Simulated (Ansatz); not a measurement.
# WS2 monolayer (2H): phonons and vibrational spectra, part 2 of 3

Wanted: phonon frequencies of WS2 monolayer (2H) and what follows from them.

Ansatz 0.2.0; DFT PBEsol, scalar-relativistic, plane waves, PAW.

So far. Step 2 (Relaxation): The program solves this slab on a cell height of its own, 30.0 Å, in place of the one typed. Step 3 (Bringing the structure to rest): Little changed from the start: no atom moved by 0.005 Å and no cell edge by 0.1 %.

## Step 4: Tight relaxation

Phonons need a cell at rest on their own settings, so the relaxation is repeated with tight tolerances on forces and stress on the k mesh and occupations of the first response run.

File input.yaml:

```yaml
crystal:
  lattice:
    - [3.145798392, 0.0, 0.0]
    - [-1.572899196, 2.7243413227, 0.0]
    - [0.0, 0.0, 30.0]
  atoms:
    - { symbol: W, position: [0.3333333333, 0.6666666667, 0.3333333333] }
    - { symbol: S, position: [0.6666666667, 0.3333333333, 0.3855617521] }
    - { symbol: S, position: [0.6666666667, 0.3333333333, 0.2811049146] }
  periodic: [true, true, false]
kpoints:
  mp_grid: { grid: [12, 12, 1] }
hamiltonian:
  xc: pbesol
scf:
  occupations: { method: fixed }
output:
  forces: true
  stress: true
  eigenvalues: true
  write_density: true
  write_potential: true
  elf: true
  volumetric_format: npy
relax:
  adjacent_minimum: "off"
  f_tol: 0.001
  max_steps: 60
  cell: { stress_2d_tol: 0.002 }
```

Started as:

```bash
ansatz run input.yaml --threads 8 --pin off --max-ram 14336MiB --backend cpu --events-out ev --progress --plain --runs-dir out
```

Numbers of over 12 decimals in the logs are rounded to 6 here.

The log of the run:

```text
[...]
Crystal: 3 atoms, lattice volume = 257.107 Å³
Basis set: ecut = 420 eV, 4961 PW (Γ), exchange–correlation on 48×48×432 points (8 copies of the dense FFT grid, shifted against one another)
Bands: 17, of which v1, the nominal top of the filled ones, is band 13 counted from 1 (12 counted from 0)
Symmetry: 12 space group operations
[...]
--- Relaxed structure (2 steps of the walk, 2 accepted, 1 SCFs on fresh bases) ---
[...]
cell:  # Å, volume = 257.0854 Å³
    - [3.145667, 0, 0]
    - [-1.572833, 2.724227, 0]
    - [0, 0, 30.0]
  atoms:
    - { symbol: W, position: [0.333333, 0.666667, 0.333333] }
    - { symbol: S, position: [0.666667, 0.333333, 0.385561] }
    - { symbol: S, position: [0.666667, 0.333333, 0.281105] }
[key lines of the parts left out:]
SCF converged after 8 iterations
Free energy (F): -12029.054638 eV
Fermi energy:    -5.739788 eV
P = ½ c Tr σ = 0.0016 N/m
```

Wall time 5.3 s (8 threads of Arm Neoverse V1, shared host); peak memory 0.67 GiB; 38 s of CPU time.

Little changed from the start: no atom moved by 0.005 Å and no cell edge by 0.1 %.

Electrostatic potential energy in the ac plane at fractional y = 0.333, with atoms of S within 0.2 Å of it. With pseudopotentials it is smooth inside the atoms' cores, unlike the true potential.

Ten even steps from '0' (-33 eV) to '9' (0 eV), each cell a mean:
```
9999999999999999
9999999999999999
9999999999999999
9999999999999999
9999999999999999
9999999999999999
9999999999999999
9999999999999999
9999999999999999
9999999999999999
9999999999999999
9999999999999999
9999999999999999
9999999999889999
7899886300000015
6544556655555566
6655666544333456
8999987421111136
9999999999999999
9999999999999999
9999999999999999
9999999999999999
9999999999999999
9999999999999999
```
Columns run along a (3.1 Å; values clipped at the 3rd and 97th percentile), rows up along c (30.0 Å). Atoms in or near the plane, at fractional coordinates: S at (0.67, 0.39), S at (0.67, 0.28).

Valence density in the ac plane at fractional y = 0.333, with atoms of S within 0.2 Å of it. It is the smooth field of the valence electrons, not physical close to the nuclei.

Ten even steps from '0' (0.0 e/Å³) to '9' (1.0 e/Å³), each cell a mean:
```
0000000000000000
0000000000000000
0000000000000000
0000000000000000
0000000000000000
0000000000000000
0000000000000000
0000000000000000
0000000000000000
0000000000000000
0000000000000000
0000000000000000
0000000000000000
0000000011111100
3211124799768985
4555544556656554
4444445677667765
2111124688768874
0000000000000000
0000000000000000
0000000000000000
0000000000000000
0000000000000000
0000000000000000
```
Columns run along a (3.1 Å), rows up along c (30.0 Å). Atoms in or near the plane, at fractional coordinates: S at (0.67, 0.39), S at (0.67, 0.28).

ELF in the ac plane at fractional y = 0.333, with atoms of S within 0.2 Å of it. It is the smooth field of the valence electrons, not physical close to the nuclei.

Ten even steps from '_' (0.00) to '@' (0.85), each cell a mean:
```
________________________________
________________________________
________________________________
________________________________
________________________________
________________________________
________________________________
________________________________
________________________________
________________________________
________________________________
________________________________
__________________........______
--________::==**%%@@@@@@@@%%##++
##==....--**@@@@@@##++==**%%@@@@
----::::----==++++++++++++**++==
==--::::--==++**##**++++********
##==....--**@@@@@@##****##@@@@@@
::________..--++####%%%%%%##**==
________________________________
________________________________
________________________________
________________________________
________________________________
```
Columns run along a (3.1 Å), rows up along c (30.0 Å). Atoms in or near the plane, at fractional coordinates: S at (0.67, 0.39), S at (0.67, 0.28).

The largest force component left is 0.062 meV/Å, within the tolerances set.

## Step 5: Linear response at the zone centre

The zone centre comes first: it holds the modes that light can see, as far as symmetry allows. The response to a homogeneous field gives the Born charges and the dielectric tensor, and its change with displacement the Raman tensors.

File input.yaml:

```yaml
crystal:
  lattice:
    - [3.1456668294, 0.0, 0.0]
    - [-1.5728334147, 2.7242273861, 0.0]
    - [0.0, 0.0, 30.0]
  atoms:
    - { symbol: W, position: [0.3333333333, 0.6666666667, 0.3333333333] }
    - { symbol: S, position: [0.6666666667, 0.3333333333, 0.3855613027] }
    - { symbol: S, position: [0.6666666667, 0.3333333333, 0.281105364] }
  periodic: [true, true, false]
kpoints:
  mp_grid: { grid: [12, 12, 1] }
hamiltonian:
  xc: pbesol
scf:
  occupations: { method: fixed }
output:
  eigenvalues: true
phonons:
  method: dfpt
  dielectric: true
  raman: true
```

The log of the run:

```text
Warning: phonons.dielectric: true without phonons.rigid_motions: the static dielectric tensor ε⁰ will be withheld (ε∞, Z* and the rows of modes are given); for a crystal or a slab, whose only rigid motions are the translations, set phonons.rigid_motions: translations
[...]
Crystal: 3 atoms, lattice volume = 257.085 Å³
Basis set: ecut = 420 eV, 4961 PW (Γ), exchange–correlation on 48×48×432 points (8 copies of the dense FFT grid, shifted against one another)
Bands: 17, of which v1, the nominal top of the filled ones, is band 13 counted from 1 (12 counted from 0)
Symmetry: 12 space group operations
k-points: 43 of 144 (irreducible under 2 space group operations, time reversal used)
[...]
SCF iter   1: F=—  HF=-12029.063177 eV  |F-HF|=—  |Δ(HF+E_count)|=         —  Δρ=4.38e-3  dr2=1.17e-1  ethr=1.77e-3  ⟨swp⟩=8.2  Hψ=5093  notcnv=0  defer=81
[...]
SCF iter  10: F=-12029.054638 eV  HF=-12029.054638 eV  |F-HF|=6.73e-11  |Δ(HF+E_count)|=  6.24e-10  Δρ=7.44e-8  dr2=9.67e-12  ethr=1.00e-12  ⟨swp⟩=22.3  Hψ=9408  notcnv=0
SCF 1 converged in 10 iterations: F = -12029.054638 eV  dr2 = 9.67e-12
[...]
DFPT response loops at Γ: preconditioner auto → none (the input reference at scf.mixing.eps_inf says where Resta's filter doesn't serve); β = 0.50; Broyden in place of MSR1
── the response to a field inside a basis, on 18×18×2 k-points: an SCF that follows is theirs, and a resumed run solves both again ──
Bands: 14, of which v1, the nominal top of the filled ones, is band 13 counted from 1 (12 counted from 0)
k-points: 90
[...]
Eigensolver: Dense (90 Hₖ)
SCF iter   1: F=—  HF=-12029.048026 eV  |F-HF|=—  |Δ(HF+E_count)|=         —  Δρ=8.67e-5  dr2=3.97e-6  ethr=1.00e-1
[...]
SCF iter   5: F=-12029.048028 eV  HF=-12029.048028 eV  |F-HF|=5.46e-11  |Δ(HF+E_count)|=  8.86e-10  Δρ=2.11e-7  dr2=9.12e-11  ethr=1.41e-11
SCF 1 converged in 5 iterations: F = -12029.048028 eV  dr2 = 9.12e-11
[...]
SCF converged after 10 iterations
Free energy (F): -12029.054638 eV
[...]
Internal energy: -12029.054638 eV  (E = F + TS)
E sigma→0 (E₀):  -12029.054638 eV
Fermi energy:    -5.739785 eV
[...]
--- Band table (eV; the first three rows and the last of 43) ---
  k-point 0: bands = [... 9 lower, -7.9210, -7.3087, -7.3087, -5.8656, -2.7492, -2.7492, -2.5717, -2.5717]
  k-point 1: bands = [... 9 lower, -8.3147, -7.4982, -7.1239, -5.9145, -2.8848, -2.8604, -2.6825, -2.5254]
  k-point 2: bands = [... 9 lower, -8.1453, -7.9378, -7.1262, -6.1607, -3.3443, -2.9205, -2.8559, -2.0154]
  k-point 42: bands = [... 9 lower, -9.3555, -9.1167, -7.6559, -6.3492, -3.2481, -2.3046, -2.2815, -0.4717]
--- Phonons (Γ-DFPT): 4 representative perturbations + reference, on 43 of 144 k-points (Σ response iterations 22) ---
  k mesh reduced under 2 symmetry operations, with k and −k counted as one. Each operation leaves every solved perturbation unchanged. A smaller set is not considered because the run solves the response to a homogeneous field
  ASR residual: 1.257e-4 → 0.000e0 eV/Å²; symmetrization residual: 1.054e-5 eV/Å²
  ASR residual per site (eV/Å²): 1.26e-4 1.09e-4 1.09e-4
  Γ frequencies (cm⁻¹): 0.00 0.00 0.00 295.28 295.28 355.56 355.56 416.16 437.85
  ε∞ (high-frequency dielectric tensor):
        3.584677     0.000000    -0.000000
        0.000000     3.584677    -0.000000
       -0.000000    -0.000000     1.170111
  α∞ (the layer's polarisability for a field applied outside it; Å, Gaussian; ε∞ is over the cell's 30.000 Å):
        6.170462     0.000000    -0.000000
        0.000000     6.170462    -0.000000
       -0.000000    -0.000000     0.406111
  ε⁰ (static dielectric tensor): not given — the deck does not say what the cell's rigid motions are, and on a molecule in a box or a wire the rigid rotations would enter the sum over the modes at Γ. For a crystal or a slab, whose only rigid motions are the translations, set phonons.rigid_motions: translations.
  Born effective charges Z* (e; rows j = field, columns β = displacement):
    site 0:
        -0.64269   -0.00000    0.00000
        -0.00000   -0.64269   -0.00000
         0.00000   -0.00000   -0.06087
    site 1:
         0.32134    0.00000    0.00000
         0.00000    0.32134   -0.00000
        -0.00000   -0.00000    0.03044
    site 2:
         0.32134    0.00000   -0.00000
         0.00000    0.32134    0.00000
        -0.00000    0.00000    0.03044
  Z* charge neutrality: 7.304e-4 e pre-enforcement
  solved inside a basis spanned on kpoints, on 18×18×2 k-points transformed towards the longest dipole: ε∞ is read to err by 1.0e-2, Z* by 1.5e-2 e (field_mesh: kpoints solves on kpoints); Z* is corrected for what the basis lacks
  Raman tensors (in the event stream and the table raman_tensors.tsv): an entry may err by 2.7e-2 Å², one of the second-order susceptibility by 6.8e-3 pm/V (basis, points and sum rule); their sum over the sites missed zero by 5.131e-5 Å² ahead of its enforcement
  optical modes at Γ without the LO–TO term, one row a degenerate level:
      ω (cm⁻¹)  modes    IR ((D/Å)²/amu)  static Raman (Å⁴/amu)  depolarisation
        295.28      2             0.0000                 0.0119           0.750
        355.56      2             0.4009               275.6450           0.750
        416.16      1             0.0000                57.2662           0.093
        437.85      1             0.0018                 0.0000               —
```

It took 2.6 min on 8 threads; peak memory 3 GiB.

This step gave:

```
sum-rule residual before enforcement                    : 1.26e-4 eV/Å²
miss of the charge sum rule                             : 7.30e-4 e
estimated error of the dielectric tensor                : 0.01008
estimated error of the Born charges                     : 0.01486 e
point group                                             : -6m2
highest optical mode at the zone centre (no LO-TO term) : 437.9 cm⁻¹
lowest optical zone-centre mode                         : 295.3 cm⁻¹
largest Born charge (third of the trace)                : -0.4488 e
```

Without the LO-TO term. Patterns of degenerate modes are one choice out of their space. The modes at Γ (shares of kinetic energy by element, %):

```csv
mode,frequency (cm⁻¹),symmetry,W %,S %
1,0.0,acoustic,74,26
2,0.0,acoustic,74,26
3,0.0,acoustic,74,26
4,295.3,E'',0,100
5,295.3,E'',0,100
6,355.6,E',26,74
7,355.6,E',26,74
8,416.2,A1',0,100
9,437.9,A2'',26,74
```

Displacements in mode 4 (295.3 cm⁻¹), the largest set to 1:
```
W1   0.00  0.00  0.00
S2  -0.61  1.00  0.00
S3   0.61 -1.00  0.00
```

Displacements in mode 7 (355.6 cm⁻¹), the largest set to 1:
```
W1  -0.15 -0.35  0.00
S2   0.42  1.00  0.00
S3   0.42  1.00  0.00
```

High-frequency dielectric tensor, averaged over the cell of height 30.0 Å or as lengthened by the program, vacuum included. Tensor:

```csv
,x,y,z
x,3.585,0,0
y,0,3.585,0
z,0,0,1.17
```

Born charge (rows field, columns displacement) (e), principal values of the symmetric part by kind of site:

```csv
atom,atoms with these values,low,middle,high,mean
W1,1,-0.6427,-0.6427,-0.0609,-0.4488
S2,2,0.0304,0.3213,0.3213,0.2243
```

In full for S2:

```
0.3213 0.0000 0.0000
0.0000 0.3213 0.0000
0.0000 0.0000 0.0304
```

Transverse modes. Infrared lines, with heights relative to the strongest:

```csv
position (cm⁻¹),label,relative intensity
295,E'',0.0
356,E',100
416,A1',0.0
438,A2'',0.4
```

Activity x (w_L - w)^4 (n + 1)/w, 532 nm, 300 K; the tensors are static ones, while 532 nm light lies above the computed direct gap, where resonance would change the heights. Raman lines, with heights relative to the strongest:

```csv
position (cm⁻¹),label,relative intensity
295,E'',0.0
356,E',100
416,A1',17
438,A2'',0.0
```

Before it was imposed, the acoustic sum rule was missed by 1.3e-4 eV/Å² and the charge sum rule by 7.3e-4 e. Small misses are needed for a sound result but don't prove that mesh and cutoff are converged. The lowest optical mode is real, 295 cm⁻¹.

[end of part 2 of 3]

[Logs are printed without paths, hosts, clocks, repeated set-up lines and the standing remarks that a program may print on its own settings, such as how far it seeks lower states.]

[Hosts, paths, dates, database ids (printed as entryN), source tags and the programs' standing remarks are cut or masked in the printed files.]
